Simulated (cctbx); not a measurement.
# From intensities to atoms

Cell a = 3.0920 Å, b = 8.2460 Å, c = 10.5760 Å, α = 90.00°, β = 90.00°, γ = 90.00°; space group Cmcm (no. 63); content Fe4 Cr12 C12.

The data are simulated with cctbx, not measured: Mo Kα, λ = 0.71073 Å, to d = 0.84 Å, 80 % of the full sphere, strongest reflection 70000 counts, noise from counting, a 6 % proportional error and a noise floor of 2 counts (s.d.); no absorption.

1 earlier start (other random phases, and plain and normalised amplitudes in turn) led nowhere (symmetry correlation 0.91).

Charge flipping in P1 on plain amplitudes to 0.84 Å, δ = 0.9 σ, 20 % of the reflections treated as weak, 400 cycles:

```text
cycle      R  skewness
    0  0.617     0.50
   33  0.255     3.59
   66  0.276     3.53
   99  0.267     3.43
  132  0.262     3.43
  165  0.269     3.50
  198  0.278     3.41
  231  0.284     3.45
  264  0.270     3.47
  297  0.282     3.36
  330  0.291     3.47
  363  0.273     3.45
  396  0.257     3.32
origin shift          correlation  skewness
 0.221  0.474  0.015      0.975      4.71
 0.221  0.475  0.157      0.975      4.60
 0.220  0.181  0.014      0.972      3.90
 0.219  0.181  0.158      0.971      4.06
taken: symmetry correlation 0.975, skewness 4.71
peak      x       y       z  mult  height/sigma
Q1    0.0000  0.5000  0.0000    4     10.3
Q2    0.0000  0.2122  0.6109    8      9.7
Q3    0.0000  0.5052  0.2500    4      7.3
Q4    0.0000  0.0857  0.1133    8      2.1
Q5    0.0000  0.2140  0.2500    4      1.2
Q6    0.0000  0.1403  0.6990    8      0.8
Q7    0.0000  0.2475  0.0967    8      0.7
Q8    0.0000  0.2173  0.5157    8      0.7
Q9    0.0000  0.2874  0.6996    8      0.7
Q10   0.1802  0.2645  0.1946   16      0.6
```

The origin is taken among those within 0.04 of the best correlation, by the skewness of the map.

It took 0.35 s on 1 thread of Arm Neoverse V2 (shared host), peak memory 0.07 GiB.

Q: Assign the peaks.

Heights go roughly as Z and multiplicities must add up to the content. First model: Q1 = Fe1 (4 in the cell, height 10.3), Q2 = Cr1 (8 in the cell, height 9.7), Q3 = Cr2 (4 in the cell, height 7.3), Q4 = C1 (8 in the cell, height 2.1) and Q5 = C2 (4 in the cell, height 1.2). Against the true structure, Q1 is Fe, Q2 is Cr, Q3 is Cr, Q4 is C and Q5 is C; the other peaks are not atoms.

Least squares on F², isotropic:

```text
Rint 0.043, 155 unique reflections to 0.84 A
cycle     R1     wR2    GooF  max shift (A)
   1  0.2613  0.6152  18.182   0.07681
   3  0.0714  0.2680   7.920   0.00017
final R1 0.0714 wR2 0.2680 GooF 7.920  parameters 11  data/parameter 14.1
atom        x        y        z      Ueq    occ   su(xyz)  su(Uiso or U11)
Fe1    0.00000  0.50000  0.00000   0.0252  1.000  0.00000  0.0016
Cr1    0.00000  0.21110  0.60866   0.0216  1.000  0.00029  0.0016
Cr2    0.00000  0.50173  0.25000   0.0416  1.000  0.00059  0.0017
C1     0.00000  0.08896  0.10605   0.0389  1.000  0.00233  0.0038
C2     0.00000  0.21086  0.25000   0.0360  1.000  0.00241  0.0052
difference map: max 3.72 min -2.40 rms 0.42
Q1    0.0000  0.5022  0.1979    8    3.83  0.55 A from Cr2
Q2    0.0000  0.2157  0.5979    8    2.87  0.12 A from Cr1
Q3    0.0000  0.5000  0.0000    4    2.74  0.00 A from Fe1
Q4    0.0000  0.0851  0.1010    8    1.63  0.06 A from C1
Q5    0.0000  0.2150  0.2500    4    1.31  0.03 A from C2
```

Anisotropic refinement:

```text
Rint 0.043, 155 unique reflections to 0.84 A
cycle     R1     wR2    GooF  max shift (A)
   1  0.0714  0.2680   8.304   0.01122
   3  0.0137  0.0298   0.923   0.00000
final R1 0.0137 wR2 0.0298 GooF 0.923  parameters 24  data/parameter 6.5
atom        x        y        z      Ueq    occ   su(xyz)  su(Uiso or U11)
Fe1    0.00000  0.50000  0.00000   0.0212  1.000  0.00000  0.0003
Cr1    0.00000  0.21130  0.60798   0.0176  1.000  0.00003  0.0003
Cr2    0.00000  0.50178  0.25000   0.0411  1.000  0.00006  0.0003
C1     0.00000  0.08847  0.10518   0.0246  1.000  0.00027  0.0012
C2     0.00000  0.20954  0.25000   0.0262  1.000  0.00030  0.0013
difference map: max 0.28 min -0.29 rms 0.10
Q1    0.0000  0.4922  0.1757    8    0.29  0.79 A from Cr2
Q2    0.2159  0.4774  0.7500    8    0.29  0.69 A from Cr2
Q3    0.2667  0.1556  0.7500    8    0.27  1.33 A from C2
Q4    0.2221  0.0744  0.1369   16    0.27  0.77 A from C1
Q5    0.2764  0.0000  0.0000    8    0.24  0.69 A from Fe1
Q6    0.0000  0.5021  0.0599    8    0.22  0.63 A from Fe1
```

**Reading.** The refinement ends at R1 = 0.0137, wR2 = 0.0298, GooF = 0.92, with difference density between -0.29 and 0.28 e/Å³. Every site matches the true model in element, within 0.001 Å r.m.s., up to an allowed shift of origin.

True model:

| atom | mult. | x | y | z | Ueq (Å²) |
| --- | --- | --- | --- | --- | --- |
| Fe1 | 4 | 1/2 | 0 | 1/2 | 0.0210 |
| Cr1 | 4 | 1/2 | 0.0018 | 1/4 | 0.0408 |
| Cr2 | 8 | 1/2 | 0.2887 | 0.3920 | 0.0174 |
| C1 | 4 | 0 | 0.2095 | 1/4 | 0.0268 |
| C2 | 8 | 0 | 0.0883 | 0.3948 | 0.0244 |

This is a model crystal, built by substitution and not relaxed, with assumed displacement parameters.

[Middle refinement cycles are left out of these outputs.]

[Logs are printed without paths, hosts, clocks, repeated set-up lines and the standing remarks that a program may print on its own settings, such as how far it seeks lower states.]
